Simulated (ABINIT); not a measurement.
**SiO2 (P3_221): G0W0 with ABINIT, start to end**

How does a plane-wave GW calculation on SiO2 (P3_221) run from the first input to the gap?

Main program and level: ABINIT 10.8.3; LDA and many-body steps on it, plane waves.

This is a report of a sequence of runs, with most program output left out.

### Step 1. The starting structure

It takes space group P3_221 (No. 154, trigonal). Conventional cell: a = 4.916 Å, b = 4.916 Å, c = 5.408 Å, α = 90.00°, β = 90.00°, γ = 120.00°. Si has 4 O at 1.61 Å nearest. O has 2 Si at 1.61 Å nearest. Farther neighbours and most contacts between anions are not listed.

As a file:

```cif
data_structure
_symmetry_space_group_name_H-M 'P 1'
_symmetry_Int_Tables_number 1
_cell_length_a 4.9164
_cell_length_b 4.9164
_cell_length_c 5.4084
_cell_angle_alpha 90.000
_cell_angle_beta 90.000
_cell_angle_gamma 120.000
_cell_volume 113.21
loop_
_atom_site_label
_atom_site_type_symbol
_atom_site_fract_x
_atom_site_fract_y
_atom_site_fract_z
_atom_site_occupancy
Si1 Si 0.46973 0.00000 0.66667 1
Si2 Si 0.00000 0.46973 0.33333 1
Si3 Si 0.53027 0.53027 0.00000 1
O4 O 0.41354 0.26758 0.78558 1
O5 O 0.73242 0.14596 0.45225 1
O6 O 0.85404 0.58646 0.11891 1
O7 O 0.26758 0.41354 0.21442 1
O8 O 0.14596 0.73242 0.54775 1
O9 O 0.58646 0.85404 0.88109 1
```

The cell and positions come from the Crystallography Open Database and are kept as given unless a step says otherwise.

### Step 2. Ground state

This step: ABINIT 10.8.3; DFT, LDA, plane waves, norm-conserving pseudopotentials.

The ground-state density comes first.

Contents of run.abi:

```
acell 3*1.0 Angstrom
rprim 
  4.916359999971 0.000000000007 0.000000000000
  -2.458179999991 4.257692654122 0.000000000000
  0.000000000000 0.000000000000 5.408400000000
ntypat 2
znucl 14 8
natom 9
typat 1 1 1 2 2 2 2 2 2
xred 
  0.469730000000 0.000000000000 0.666666666667
  0.000000000000 0.469730000000 0.333333333333
  0.530270000000 0.530270000000 -0.000000000000
  0.413540000000 0.267580000000 0.785580000000
  0.732420000000 0.145960000000 0.452246666667
  0.854040000000 0.586460000000 0.118913333333
  0.267580000000 0.413540000000 0.214420000000
  0.145960000000 0.732420000000 0.547753333333
  0.586460000000 0.854040000000 0.881086666667
pp_dirpath "pseudos"
pseudos "Si.upf, O.upf"
ecut 36
ngkpt 6 6 4
nshiftk 1
shiftk 0 0 0
kptopt 1
chksymbreak 0
nband 32
occopt 1
tolvrs 1e-10
nstep 60
prtwf 0
optforces 0
optstress 0
indata_prefix "in"
outdata_prefix "out"
tmpdata_prefix "tmp"
```

Run with:

```bash
$ OMP_NUM_THREADS=1 mpirun -n 4 abinit run.abi > log
```

The job ended after 86 s (4 MPI ranks of Arm Neoverse V1, shared host; peak memory 0.48 GiB; 5.7 min of CPU time).

This step gave:

| Property | Result |
| --- | --- |
| total energy | -3056.1087 eV |
| gap | 5.794 eV |
| k of the valence top | 0.3333, 0.3333, 0 |
| k of the conduction bottom | 0, 0, 0 |
| least direct gap | 6.120 eV |

The gap is indirect, with the least direct gap 0.33 eV higher.

### Step 3. Bands along the symmetry lines

The cheap functional maps the bands first; the places of the edges decide which points the dearer methods must see.

Changes to run.abi since step 2:

```diff
@@ -22,14 +22,53 @@
 ecut 36
-ngkpt 6 6 4
-nshiftk 1
-shiftk 0 0 0
-kptopt 1
-chksymbreak 0
-nband 32
-occopt 1
-tolvrs 1e-10
-nstep 60
+iscf -2
+irdden 1
+kptopt 0
+nkpt 39
+kpt 
+  0.00000000 0.00000000 0.00000000
+  0.12500000 0.00000000 0.00000000
+  0.25000000 0.00000000 0.00000000
+  0.37500000 0.00000000 0.00000000
+  0.50000000 0.00000000 0.00000000
+  0.45833333 0.08333333 0.00000000
+  0.41666666 0.16666666 0.00000000
+  0.37500000 0.25000000 0.00000000
+  0.33333333 0.33333333 0.00000000
+  0.25000000 0.25000000 0.00000000
+  0.16666666 0.16666666 0.00000000
+  0.08333333 0.08333333 0.00000000
+  0.00000000 0.00000000 0.00000000
+  0.00000000 0.00000000 0.12500000
+  0.00000000 0.00000000 0.25000000
+  0.00000000 0.00000000 0.37500000
+  0.00000000 0.00000000 0.50000000
+  0.12500000 0.00000000 0.50000000
+  0.25000000 0.00000000 0.50000000
+  0.37500000 0.00000000 0.50000000
+  0.50000000 0.00000000 0.50000000
+  0.45833333 0.08333333 0.50000000
+  0.41666666 0.16666666 0.50000000
+  0.37500000 0.25000000 0.50000000
+  0.33333333 0.33333333 0.50000000
+  0.25000000 0.25000000 0.50000000
+  0.16666666 0.16666666 0.50000000
+  0.08333333 0.08333333 0.50000000
+  0.00000000 0.00000000 0.50000000
+  0.50000000 0.00000000 0.50000000
+  0.50000000 0.00000000 0.37500000
+  0.50000000 0.00000000 0.25000000
+  0.50000000 0.00000000 0.12500000
+  0.50000000 -0.00000000 0.00000000
+  0.33333333 0.33333333 0.50000000
+  0.33333333 0.33333333 0.37500000
+  0.33333333 0.33333333 0.25000000
+  0.33333333 0.33333333 0.12500000
+  0.33333333 0.33333333 0.00000000
+istwfk *1
+nband 37
+nbdbuf 8
+tolwfr 1e-07
+nstep 50
 prtwf 0
-optforces 0
-optstress 0
+prtvol 0
 indata_prefix "in"
```

Run time: 62 s. Hardware: 4 MPI ranks; peak memory 0.47 GiB; 4.1 min of CPU time.

This step gave:

```yaml
gap: 5.794 eV
k_of_the_valence_top: 0.3333, 0.3333, 0
k_of_the_conduction_bottom: 0, 0, 0
least_direct_gap: 6.120 eV
```

The gap is 5.794 eV, as in the run before at this level.

The electronic bands at the labelled points (eV, zero at the top of the highest filled band):

| point | band 21 | band 22 | band 23 | band 24 | band 25 | band 26 | band 27 | band 28 |
| --- | --- | --- | --- | --- | --- | --- | --- | --- |
| Γ | -1.01 | -0.69 | -0.33 | -0.33 | 5.79 | 9.04 | 9.04 | 9.51 |
| halfway | -1.02 | -0.85 | -0.24 | -0.16 | 6.67 | 9.06 | 9.13 | 9.62 |
| M | -1.05 | -0.79 | -0.27 | -0.03 | 8.04 | 8.76 | 9.44 | 9.48 |
| halfway | -1.11 | -0.63 | -0.31 | -0.02 | 8.23 | 8.81 | 9.36 | 9.66 |
| K | -1.24 | -0.44 | -0.44 | 0.00 | 8.69 | 8.69 | 9.18 | 10.12 |
| halfway | -0.93 | -0.88 | -0.25 | -0.12 | 6.92 | 9.07 | 9.22 | 9.66 |
| Γ | -1.01 | -0.69 | -0.33 | -0.33 | 5.79 | 9.04 | 9.04 | 9.51 |
| halfway | -1.10 | -0.54 | -0.23 | -0.10 | 6.39 | 8.91 | 8.95 | 8.99 |
| A | -1.24 | -0.21 | -0.21 | -0.09 | 7.72 | 7.72 | 8.73 | 9.50 |
| halfway | -1.10 | -0.45 | -0.42 | -0.15 | 8.13 | 8.24 | 9.07 | 9.47 |
| L | -0.90 | -0.84 | -0.61 | -0.19 | 8.77 | 9.21 | 9.35 | 9.50 |
| halfway | -0.87 | -0.85 | -0.63 | -0.33 | 8.81 | 9.35 | 9.44 | 9.56 |
| H | -0.95 | -0.78 | -0.60 | -0.60 | 8.89 | 9.50 | 9.50 | 9.86 |
| halfway | -1.08 | -0.54 | -0.39 | -0.22 | 8.26 | 8.39 | 9.14 | 9.64 |
| A | -1.24 | -0.21 | -0.21 | -0.09 | 7.72 | 7.72 | 8.73 | 9.50 |
| jump to L | -0.90 | -0.84 | -0.61 | -0.19 | 8.77 | 9.21 | 9.35 | 9.50 |
| halfway | -0.98 | -0.73 | -0.45 | -0.12 | 8.34 | 8.87 | 9.29 | 9.77 |
| M | -1.05 | -0.79 | -0.27 | -0.03 | 8.04 | 8.76 | 9.44 | 9.48 |
| jump to H | -0.95 | -0.78 | -0.60 | -0.60 | 8.89 | 9.50 | 9.50 | 9.86 |
| halfway | -1.03 | -0.56 | -0.51 | -0.20 | 8.76 | 8.95 | 9.36 | 9.96 |
| K | -1.24 | -0.44 | -0.44 | 0.00 | 8.69 | 8.69 | 9.18 | 10.12 |

### Step 4. Empty states on the mesh, 3×3×2 mesh, 195 bands

The sums over transitions need many empty states on a uniform mesh; this step solves for them.

Contents of run.abi:

```
acell 3*1.0 Angstrom
rprim 
  4.916359999971 0.000000000007 0.000000000000
  -2.458179999991 4.257692654122 0.000000000000
  0.000000000000 0.000000000000 5.408400000000
ntypat 2
znucl 14 8
natom 9
typat 1 1 1 2 2 2 2 2 2
xred 
  0.469730000000 0.000000000000 0.666666666667
  0.000000000000 0.469730000000 0.333333333333
  0.530270000000 0.530270000000 -0.000000000000
  0.413540000000 0.267580000000 0.785580000000
  0.732420000000 0.145960000000 0.452246666667
  0.854040000000 0.586460000000 0.118913333333
  0.267580000000 0.413540000000 0.214420000000
  0.145960000000 0.732420000000 0.547753333333
  0.586460000000 0.854040000000 0.881086666667
pp_dirpath "pseudos"
pseudos "Si.upf, O.upf"
ecut 36
ngkpt 3 3 2
nshiftk 1
shiftk 0 0 0
kptopt 1
chksymbreak 0
iscf -2
irdden 1
istwfk *1
nband 195
nbdbuf 16
tolwfr 1e-09
nstep 60
prtvol 0
indata_prefix "in"
outdata_prefix "out"
tmpdata_prefix "tmp"
```

It took 2.6 min on 4 MPI ranks; peak memory 0.49 GiB; 10 min of CPU time.

This step gave:

* gap: 5.794 eV
* k of the valence top: 0.3333, 0.3333, 0
* k of the conduction bottom: 0, 0, 0
* least direct gap: 6.120 eV
* k points computed: 6
* lowest point of the top converged band, above the valence top: 66.2380 eV

On this mesh the gap is 5.794 eV.

### Step 5. Screening, 3×3×2 mesh, 179 bands, screening to 106.1 eV

The RPA dielectric matrix is built and inverted for each q.

This step: RPA screening on LDA, plane waves, norm-conserving pseudopotentials.

Changes to run.abi since step 4:

```diff
@@ -27,10 +27,11 @@
 chksymbreak 0
-iscf -2
-irdden 1
 istwfk *1
-nband 195
-nbdbuf 16
-tolwfr 1e-09
-nstep 60
-prtvol 0
+occopt 1
+irdwfk 1
+optdriver 3
+nband 179
+ecuteps 3.9
+inclvkb 2
+awtr 1
+symchi 1
 indata_prefix "in"
```

It took 1.9 min on 4 MPI ranks; peak memory 2 GiB.

This step gave:

```
ε∞ with local fields, on this mesh, along the program's q direction : 2.400
the same without local fields                                       : 2.598
plasma frequency                                                    : 24.18 eV
plane waves in the screening matrix                                 : 279
```

Local fields lower ε∞ by 8 %. On a Γ-centred mesh this coarse the value itself is usually too large, while a short band sum pulls it down.

### Step 6. Self-energy, 3×3×2 mesh, 179 bands, screening to 106.1 eV

The self-energy is evaluated for the states that the input lists, and the levels follow from it, in one-shot runs by the linearised quasiparticle equation.

This step: G0W0 on LDA, plane waves, norm-conserving pseudopotentials.

Changes to run.abi since step 5:

```diff
@@ -30,8 +30,19 @@
 irdwfk 1
-optdriver 3
+optdriver 4
 nband 179
+gwcalctyp 0
+ecutsigx 36
+symsigma 1
+nkptgw 3
+kptgw 
+  0.3333333333 0.3333333333 0.0000000000
+  0.0000000000 0.0000000000 0.0000000000
+  0.0000000000 0.0000000000 0.5000000000
+bdgw 
+  22 26
+  23 27
+  22 26
 ecuteps 3.9
-inclvkb 2
-awtr 1
-symchi 1
+irdscr 1
+ppmodel 1
 indata_prefix "in"
```

Elapsed: 23 s, on 4 MPI ranks; peak memory 1.6 GiB; 91 s of CPU time.

This step gave:

```yaml
g0w0_gap_on_the_points_computed: 8.722 eV
starting_gap_on_the_mesh: 5.794 eV
k_of_the_valence_top: 0.3333, 0.3333, 0
k_of_the_conduction_bottom: 0, 0, 0
z_at_the_valence_top: 0.817
z_at_the_conduction_bottom: 0.87
least_direct_g0w0_gap_on_the_computed_points: 9.104 eV
```

The gap on the mesh goes from 5.79 eV to 8.72 eV, a correction of +2.93 eV.

Limits: finite bands, cutoff and mesh; coarse k mesh. v1 is the top filled band, c1 the lowest empty one. Levels before and after the correction, in eV, zero at the valence-band top of each column:

|  | conduction bottom | valence top |
| --- | --- | --- |
| Kohn-Sham | 5.79 | 0.00 |
| G0W0 | 8.72 | 0.00 |

|  | level | energy (eV) |
| --- | --- | --- |
| Kohn-Sham | (0.333 0.333 0) v3-v2 | -0.437 |
| Kohn-Sham | (0.333 0.333 0) v1 | 0.000 |
| Kohn-Sham | (0.333 0.333 0) c1-c2 | 8.686 |
| Kohn-Sham | Γ v2-v1 | -0.326 |
| Kohn-Sham | Γ c1 | 5.794 |
| Kohn-Sham | Γ c2-c3 | 9.036 |
| G0W0 | (0.333 0.333 0) v3-v2 | -0.502 |
| G0W0 | (0.333 0.333 0) v1 | 0.000 |
| G0W0 | (0.333 0.333 0) c1-c2 | 12.015 |
| G0W0 | Γ v2-v1 | -0.382 |
| G0W0 | Γ c1 | 8.722 |
| G0W0 | Γ c2-c3 | 12.289 |

### Step 7. Where the time went

Times are wall times on 4 MPI ranks of Arm Neoverse V1, shared host, good to a factor of about two.

| step | time | share | memory (GiB) |
| --- | --- | --- | --- |
| ground state | 86 s | 19 % | 0.48 |
| bands along the symmetry lines | 62 s | 14 % | 0.47 |
| empty states on the mesh | 2.6 min | 36 % | 0.49 |
| screening | 1.9 min | 26 % | 2.0 |
| self-energy | 23 s | 5 % | 1.6 |

### Step 8. Results

| Quantity | Value |
| --- | --- |
| LDA gap | 5.79 eV, indirect |
| G0W0 gap on the mesh | 8.72 eV |
| GW settings | 3×3×2 mesh, 179 bands, screening to 106.1 eV, Godby-Needs plasmon pole |
| known limits | not at the basis limit; coarse k mesh |

What this shows: G0W0 moves the gap on the mesh from 5.79 eV to 8.72 eV (+2.93 eV), with Z of 0.82 and 0.87 at the edges. Local fields lower the RPA ε∞ on this mesh from 2.60 to 2.40; a Γ-centred mesh this coarse tends to raise both, most where the direct gap is narrow, while a short band sum lowers them. Only 3 of the mesh's irreducible points were corrected, so a valley elsewhere could overtake. Bands and cutoff are finite, so the gap is not at the basis limit. The miss can reach some tenths of an eV and take either sign; the mesh is an error of its own. In the G0W0 run levels were corrected at 3 k points alone, so a gap called «on the mesh» is the least over those, and an edge elsewhere would be missed. The 3×3×2 mesh is coarse for this cell, which bears on the long-range parts of exchange and screening.

[Paths, hosts, dates, memory and timing lines, banners, echoed tables and standing remarks are left out of the program output.]

[Logs are printed without paths, hosts, clocks, repeated set-up lines and the standing remarks that a program may print on its own settings, such as how far it seeks lower states.]

[Runs of the session that timed out or met a known fault of the program may be left out.]

[Hosts, paths, dates, database ids (printed as entryN), source tags and the programs' standing remarks are cut or masked in the printed files.]

[G0W0 gaps are taken among the corrected bands and points alone; a level outside them can change the order at an edge.]

[Where Ansatz stands beside ABINIT at settings called matched, ABINIT's density can come from a denser mesh and the files from another edition; pairs whose starting gaps differed by over 0.03 eV were left out, so agreement reads better than it is.]
